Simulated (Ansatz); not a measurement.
# Formation energy and levels of the vacancy V_Cl (site 1) in Cs3Li2Cl5 (Imm2)

Aim: at which Fermi levels does V_Cl (site 1) in Cs3Li2Cl5 (Imm2) change its charge? The model is a cell of 60 host atoms with 1 Cl taken out.

Main program and level: Ansatz 0.2.0; place-levels on PBEsol runs: charge-transition levels and formation energies with image-charge correction and potential alignment at the atomic sites.

## (1) Set-up

The cell holds 59 atoms: 18 Cs, 12 Li and 29 Cl. Cell: a = 12.405 Å, b = 11.479 Å, c = 12.396 Å, α = 103.4°, β = 99.6°, γ = 90.0°. It derives from Cs3Li2Cl5 (space group Imm2). Nearest the centre at fractional (0.495, 0.401, 0.480): Li33 at 2.37 Å, Li44 at 2.39 Å, Li25 at 2.39 Å, Li24 at 3.49 Å, Cs2 at 3.49 Å, Cs22 at 3.49 Å, Cl45 at 3.57 Å, Cl35 at 3.57 Å.

The host's dielectric constants go in as inputs: (2.85, 2.83, 2.85) for the electrons alone, principal values (7.09, 7.39, 8.56) with the ions, from a response run on this crystal (DFPT, PBEsol) at that run's own cell.

The cell's shortest repeat is 11.5 Å.

## (2) What was run first

Levels follow from differences of total energies between charge states, each relaxed by itself.

Each atom starts 0.05 Å or so off its site in a random direction. Forces are taken at one point at (¼, ¼, ¼). The cell holds 1 electron more than the neutral one, with a uniform background that keeps it neutral on the whole.

The sampling was tested on the host first: at the k-points planned (1x1x1 shifted 0.25 0.25 0.25) its energy lies 0.000 eV an atom from the dense-mesh value, under the bound of 0.02 eV set for this test; that bounds the host's error, not the defect's.

One state's input; the others differ in charge, spin, start and seed, and in occupations where the table says so.

The input, qm1.relax/input.yaml:

```yaml
crystal:
  lattice:
    - [-7.26281086, 0.0, 10.05667359]
    - [-9.30598675, 0.0, -6.72045129]
    - [3.53696516, -11.88043227, 0.00400056]
  atoms:
    - { symbol: Cs, position: [0.2069849, 0.17983681, 0.75369014] }
    - { symbol: Cs, position: [0.28908819, 0.30299174, 0.24630986] }
[... 5 atom lines left out ...]
    - { symbol: Cl, position: [0.16135374, 0.40109498, 0.47991485] }
[... 5 atom lines left out ...]
    - { symbol: Li, position: [0.15332259, 0.58940981, 0.43173475] }
[... 6 atom lines left out ...]
    - { symbol: Cs, position: [0.54031823, 0.17983681, 0.75369014] }
    - { symbol: Cs, position: [0.62242152, 0.30299174, 0.24630986] }
[... 1 atom line left out ...]
    - { symbol: Li, position: [0.48665592, 0.08940981, 0.43173475] }
    - { symbol: Li, position: [0.34274434, 0.37354243, 0.56826525] }
    - { symbol: Cl, position: [0.33471546, 0.16113756, 0.52008515] }
    - { symbol: Cl, position: [0.45419481, 0.0546973, 0.23701797] }
    - { symbol: Cl, position: [0.37518882, 0.43618832, 0.76298203] }
[... 1 atom line left out ...]
    - { symbol: Cs, position: [0.54031823, 0.67983681, 0.75369014] }
[... 2 atom lines left out ...]
    - { symbol: Li, position: [0.48665592, 0.58940981, 0.43173475] }
[... 1 atom line left out ...]
    - { symbol: Cl, position: [0.33471546, 0.66113756, 0.52008515] }
    - { symbol: Cl, position: [0.45419481, 0.5546973, 0.23701797] }
[... 7 atom lines left out ...]
    - { symbol: Li, position: [0.67607767, 0.37354243, 0.56826525] }
    - { symbol: Cl, position: [0.66804879, 0.16113756, 0.52008515] }
[... 1 atom line left out ...]
    - { symbol: Cl, position: [0.82802041, 0.40109498, 0.47991485] }
    - { symbol: Cl, position: [0.70852215, 0.43618832, 0.76298203] }
[... 4 atom lines left out ...]
    - { symbol: Li, position: [0.81998926, 0.58940981, 0.43173475] }
[... 1 atom line left out ...]
    - { symbol: Cl, position: [0.66804879, 0.66113756, 0.52008515] }
[... 3 atom lines left out ...]
    - { symbol: Cl, position: [0.74801652, 0.74349211, 0.0] }
  host:
    repeats: [3, 2, 1]
    atoms:
      - { symbol: Cs, position: [0.6209547, 0.35967362, 0.75369014] }
      - { symbol: Cs, position: [0.86726456, 0.60598348, 0.24630986] }
      # ... 8 more atoms of the perfect host
total_charge: -1
basis:
  ecutwfc: 420
  xc_grid: 2
hamiltonian:
  xc: pbesol
kpoints:
  mp_grid: { grid: [1, 1, 1], shift: [0.25, 0.25, 0.25] }
scf:
  occupations: { method: fixed }
  max_iter: 100
output:
  forces: true
  charged_corrections:
    epsilon: [2.85, 2.83, 2.85]
    static_epsilon: [[8.16, 0.0, 0.56], [0.0, 7.09, 0.0], [0.56, 0.0, 7.79]]
    defect_position: [0.494687, 0.401095, 0.479915]
relax:
  f_tol: 0.02
  max_steps: 80
  random_displacement: { amplitude: 0.05, seed: 4618 }
checkpoint:
  write: "../qm1.relax.run"
  compress: false
  write_wavefunctions: true
  write_every: 100000
```

Command:

```bash
> ansatz run input.yaml --threads 8 --pin off --max-ram 14131MiB --backend cpu --events-out ev --progress --plain --runs-dir out
```

Defect states can disperse in a cell of this size, so the energy is taken again at a 2×2×2 shifted mesh, on the relaxed structure.

The run of this state that the levels use, under PBEsol:

The input, qm1.point/input.yaml:

```yaml
crystal:
  checkpoint: "../qm1.relax.run"
  host: checkpoint
total_charge: -1
basis:
  ecutwfc: 420
  xc_grid: 2
hamiltonian:
  xc: pbesol
kpoints:
  mp_grid: { grid: [2, 2, 2], shift: [0.5, 0.5, 0.5] }
scf:
  occupations: { method: fermi_dirac, width: 0.01 }
  max_iter: 100
output:
  forces: true
  eigenvalues: true
  charged_corrections:
    epsilon: [2.85, 2.83, 2.85]
    static_epsilon: [[8.16, 0.0, 0.56], [0.0, 7.09, 0.0], [0.56, 0.0, 7.79]]
    defect_position: [0.494687, 0.401095, 0.479915]
  eigenstates: { localisation: true }
  populations: true
  band_densities: [{ bands: [v1, v1] }, { bands: [c1, c1] }]
  write_density: true
  write_potential: true
  volumetric_format: npy
checkpoint:
  read: "../qm1.relax.run"
  write: "../qm1.point.run"
  compress: false
  write_wavefunctions: false
  write_every: 100000
```

Relaxations under PBEsol at one point at (¼, ¼, ¼); times on 8 threads of Intel Xeon Platinum 8559C (Emerald Rapids), shared host:

```
charge  moment (μB)  occupations    outcome  steps  largest displacement against the far atoms (Å)  time
    −1            0        fixed  converged     10                                            0.47  60 s
     0            1        fixed  converged      4                                            0.17  58 s
    +1            0        fixed  converged      8                                            0.77  48 s
```

Single points under PBEsol at a 2×2×2 shifted mesh; times on 8 threads of Intel Xeon Platinum 8559C (Emerald Rapids), shared host:

```
charge  moment (μB)  occupations    outcome     time
    −1            0  fermi-dirac  converged     44 s
     0            1  fermi-dirac  converged  1.8 min
    +1            0  fermi-dirac  converged     42 s
```

Distances (Å) from the ideal centre to the nearest atoms after relaxation with PBEsol:

```
charge  moment (μB)       1.       2.       3.       4.       5.       6.
    −1            0  Li 1.90  Li 2.04  Li 2.05  Li 3.18  Cs 3.46  Cs 3.47
     0            1  Li 2.20  Li 2.32  Li 2.33  Cl 3.46  Cl 3.46  Li 3.47
    +1            0  Li 2.78  Li 2.79  Li 3.12  Cl 3.32  Cl 3.32  Cl 3.33
```

## (3) place-levels, PBEsol

A charged cell interacts with its images and the background, and its potential has another zero than the host's. place-levels removes the first by a point-charge model, screened by the static dielectric constant since the ions have relaxed around the charge, and the second by comparing potentials at atoms far from the defect.

The host is a run of the defect-free crystal in the same cutoffs, grids and k-points, so that basis and sampling errors cancel in part in the differences. The host is run in a cell of 10 atoms on a matching mesh. Its band edges are searched through the zone by a band path, so the gap is smaller than, or equal to, that on the mesh. Chemical potentials are energies per atom of Cl (Cl2 molecule), run with the same functional and cutoff.

The input, levels.point.yaml:

```yaml
host:
  run: host.point.run
states: [qm1.point.run, q0_M1.point.run, qp1.point.run]
geometry_from:
  qm1.point.run: qm1.relax.run
  q0_M1.point.run: q0_M1.relax.run
  qp1.point.run: qp1.relax.run
  host.point.run: host.relax.run
chemical_potentials:
  Cl:
    energy: -1060.711994
    dataset: "<sha256 of the dataset>"
epsilon: [2.85, 2.83, 2.85]
static_epsilon:
  - [8.16, 0.0, 0.56]
  - [0.0, 7.09, 0.0]
  - [0.56, 0.0, 7.79]
vertical:
  - { from: qm1.point.run, to: qm1.point_neutral.run }
  - { from: qp1.point.run, to: qp1.point_neutral.run }
```

Command:

```bash
> ansatz place-levels levels.point.yaml -- --threads 8 --pin off --max-ram 14131MiB
```

Numbers of over 12 decimals in the logs are rounded to 6 here.

Output:

```text
[... repeated set-up lines and file paths are left out, and long positions are rounded to six places ...]
(+1/0) 4.275 eV above the valence edge, 0.961 eV under the conduction edge
(0/-1) 4.832 eV above the valence edge, 0.404 eV under the conduction edge
formation energy of charge +1: +0.265 eV with the Fermi level at the valence edge
formation energy of charge 0: +4.540 eV with the Fermi level at the valence edge
formation energy of charge -1: +9.373 eV with the Fermi level at the valence edge
vertical -1 to 0: no energy, since no alignment is typed
  the change from vertical[0].from (qm1.point.run) to vertical[0].to (qm1.point_neutral.run): by its potential at epsilon [2.85, 2.83, 2.85] it stands at 0.496 0.387 0.490, with an rms radius of about 2.1 Å (1.2 1.2 1.2 Å across the planes of the cell's [...]
vertical +1 to 0: no energy, since no alignment is typed
  the change from vertical[1].from (qp1.point.run) to vertical[1].to (qp1.point_neutral.run): by its potential at epsilon [2.85, 2.83, 2.85] it stands at 0.495 0.393 0.485, with an rms radius of about 2.8 Å (1.7 1.6 1.5 Å across the planes of the cell's [...]
  edges by pbesol, gap 5.236 eV; the host is sampled to repeats of 29.63 Å
  the defect's cells are sampled to repeats of 29.63 Å, like sampling
  charge +1: -133860.9294 eV with its correction of +0.073 eV, at epsilon [[8.16, 0, 0.56], [0, 7.09, 0], [0.56, 0, 7.79]], aligned at sites: -0.1501 eV, mean over 32 atomic sites at or beyond 5.74 Å from the defect at [0.4947, 0.4011, 0.4799], with -0.019757 [...]
  charge 0: +0.000 eV for its dipole among its images, +0.000 omitted
  charge -1: -133846.8883 eV with its correction of +0.327 eV, at epsilon [[8.16, 0, 0.56], [0, 7.09, 0], [0.56, 0, 7.79]], aligned at sites: -0.1041 eV, mean over 32 atomic sites at or beyond 5.74 Å from the defect at [0.4947, 0.4011, 0.4799], with +0.007123 [...]
  of states[1] (q0_M1.point.run): its displacements don't fall off away from the defect: farther atoms stand 0.018 Å off the host's places. [...]
```

It took 0.24 s on 8 threads of Intel Xeon Platinum 8559C (Emerald Rapids), shared host.

Under PBEsol the gap is 5.24 eV, (+1/0) 4.28, (0/−1) 4.83 eV.

Levels between the charges placed, in eV above the valence top:

```
        gap (eV)  (+1/0)  (0/−1)
PBEsol      5.24    4.28    4.83
```

Corrections by state:

```
charge  moment (μB)  image terms and alignment (eV)  band filling (eV)                               ε used  over the lowest of its charge, as the program ranks them, band filling apart (eV)
    +1          0.0                           0.073                  -  principal values (7.09, 7.39, 8.56)                                                                              0.000
     0          1.0                           0.000                  -                                    -                                                                              0.000
    −1          0.0                           0.327                  -  principal values (7.09, 7.39, 8.56)                                                                              0.000
```

The charged structures listed were also run neutral, and place-levels reads from each pair, by the potential or the spins, how wide the charge is by which they differ; that can be the carrier of either run.

```
charge  rms radius (Å)  spread where it is widest against the cell (Å)  wide from (Å)  reading
    +1             2.8                                            1.73           2.12   narrow
    −1             2.1                                            1.17           1.93   narrow
```

The neutral runs of these pairs need not share the spin of the lowest neutral state, and very wide values only mean spread over the cell.

From the program's caveats on the states, each cut to its opening words:

- charge 0 (1 μB): its displacements don't fall off away from the defect: farther atoms stand 0.018 Å off the host's places
- charge 0 (1 μB): flagged: stability check not made

Chemical potentials of the elements' reference phases, run alike. Formation energy by charge state (elemental references; gap 5.24 eV):

```
charge  at valence top (eV)  at conduction bottom (eV)  correction included (eV)
    +1                 0.27                       5.50                      0.07
     0                 4.54                       4.54                      0.00
    −1                 9.37                       4.14                      0.33
```

```tsv
Fermi level (eV)	lowest formation energy (eV)
0.00	0.27
0.48	0.74
0.95	1.22
1.43	1.69
1.90	2.17
2.38	2.64
2.86	3.12
3.33	3.60
3.81	4.07
4.29	4.54
4.76	4.54
5.24	4.14
```

## (4) Effect of the sampling

The relaxations' own energies give the levels at their sampling, for comparison.

The input, levels.relax_mesh.yaml:

```yaml
host:
  run: host.relax.run
states: [qm1.relax.run, q0_M1.relax.run, qp1.relax.run]
chemical_potentials:
  Cl:
    energy: -1060.711994
    dataset: "<sha256 of the dataset>"
```

Command:

```bash
> ansatz place-levels levels.relax_mesh.yaml -- --threads 8 --pin off --max-ram 14131MiB
```

Output:

```text
(+1/0) 4.281 eV above the valence edge, 0.955 eV under the conduction edge
(0/-1) 4.849 eV above the valence edge, 0.388 eV under the conduction edge
formation energy of charge +1: +0.265 eV with the Fermi level at the valence edge
formation energy of charge 0: +4.546 eV with the Fermi level at the valence edge
formation energy of charge -1: +9.395 eV with the Fermi level at the valence edge
  edges by pbesol, gap 5.236 eV; the host is sampled to repeats of 16.90 Å
[... the lines on each state left out ...]
```

Elapsed: 0.08 s, on 8 threads.

Levels between neighbouring charges, in eV above the valence top:

```
                        gap (eV)  (+1/0)  (0/−1)
one point at (¼, ¼, ¼)      5.24    4.28    4.85
  a 2×2×2 shifted mesh      5.24    4.28    4.83
```

Going from one point at (¼, ¼, ¼) to a 2×2×2 shifted mesh moves the levels that carry no band-filling term by up to 0.02 eV and formation energies against the elements by up to 0.02 eV.

## (5) Placing the levels, r2SCAN

r2SCAN on the same structure is run to see how far the result rests on the functional, though not on the errors that semilocal functionals share; the sampling changes too, to one point at (¼, ¼, ¼), so differences hold both changes.

qm1.r2scan/input.yaml, as its differences from qm1.point/input.yaml of step 2:

```diff
@@ -5,8 +5,8 @@
 basis:
-  ecutwfc: 420
+  ecutwfc: 500
   xc_grid: 2
 hamiltonian:
-  xc: pbesol
+  xc: r2scan
 kpoints:
-  mp_grid: { grid: [2, 2, 2], shift: [0.5, 0.5, 0.5] }
+  mp_grid: { grid: [1, 1, 1], shift: [0.25, 0.25, 0.25] }
 scf:
@@ -27,5 +27,5 @@
   volumetric_format: npy
+  elf: true
 checkpoint:
-  read: "../qm1.relax.run"
-  write: "../qm1.point.run"
+  write: "../qm1.r2scan.run"
   compress: false
```

Run time: 23 s. Hardware: 8 threads; peak memory 3.9 GiB.

The input, levels.r2scan.yaml:

```yaml
host:
  run: host.r2scan.run
states: [qm1.r2scan.run, q0_M1.r2scan.run, qp1.r2scan.run]
geometry_from:
  qm1.r2scan.run: qm1.relax.run
  q0_M1.r2scan.run: q0_M1.relax.run
  qp1.r2scan.run: qp1.relax.run
  host.r2scan.run: host.relax.run
chemical_potentials:
  Cl:
    energy: -1083.517615
    dataset: "<sha256 of the dataset>"
```

Command:

```bash
> ansatz place-levels levels.r2scan.yaml -- --threads 8 --pin off --max-ram 14131MiB
```

Output:

```text
(+1/0) 4.624 eV above the valence edge, 1.467 eV under the conduction edge
(0/-1) 5.447 eV above the valence edge, 0.644 eV under the conduction edge
formation energy of charge +1: +0.288 eV with the Fermi level at the valence edge
formation energy of charge 0: +4.911 eV with the Fermi level at the valence edge
formation energy of charge -1: +10.358 eV with the Fermi level at the valence edge
  edges by r2scan, gap 6.090 eV; the host is sampled to repeats of 16.90 Å
[... the lines on each state left out ...]
```

Wall time 0.15 s (8 threads).

Under r2SCAN the gap is 6.09 eV, (+1/0) 4.62, (0/−1) 5.45 eV.

## (6) Side by side

Levels between neighbouring charges, in eV above each run's own valence top:

```
                                        gap (eV)  (+1/0)  (0/−1)  CPU time a state at this stage (restarts are quicker than cold starts)
            PBEsol, 2×2×2 shifted mesh      5.24    4.28    4.83                                                                 8.2 min
r2SCAN on PBEsol structures, (¼, ¼, ¼)      6.09    4.62    5.45                                                                 4.7 min
```

## (7) What came out

```yaml
gap_of_the_host: 5.24 eV (PBEsol)
level_plus_1_over_0: 4.28 eV above the valence top
level_0_minus_1: 4.83 eV above the valence top
lowest_of_the_charges_placed_just_above_the_valence_top_0p02_ev: +1
lowest_of_the_charges_placed_just_below_the_conduction_bottom_0p02_ev: −1
lowest_formation_energy_at_mid_gap_of_the_charges_run_elemental_references: 2.88 eV
```

Of the charges placed (−1, 0 and +1), the lowest changes at 4.28 eV (+1/0) and 4.83 eV (0/−1) above the valence top, in a gap of 5.24 eV. Charges above +1 and below −1 were not placed, so these runs say nothing of levels that involve them. States placed: +1 at 0 μB; 0 at 1 μB; −1 at 0 μB. Other spin states or structures, where not listed, weren't placed. Going from one point at (¼, ¼, ¼) to a 2×2×2 shifted mesh moves the levels that carry no band-filling term by up to 0.02 eV and formation energies against the elements by up to 0.02 eV. Limits: PBEsol makes the gap too small and tends to spread out bound carriers; where a gas molecule sets a chemical potential or the host's formation energy, its binding is uncorrected; spin–orbit coupling, which can matter with heavy atoms, is left out.

[Logs are printed without paths, hosts, clocks, repeated set-up lines and the standing remarks that a program may print on its own settings, such as how far it seeks lower states.]

[Hosts, paths, dates, database ids (printed as entryN), source tags and the programs' standing remarks are cut or masked in the printed files.]

[Where a table of states has a column of steps, it counts the stored structures, which are thinned; the runs took as many ionic steps or more.]

[A defect's name tells the site on which it was built; relaxed atoms can leave that site.]

[For some hosts the program warned that the k-mesh of the response run may be too coarse for force constants and the static dielectric constant; such warnings are not shown here.]
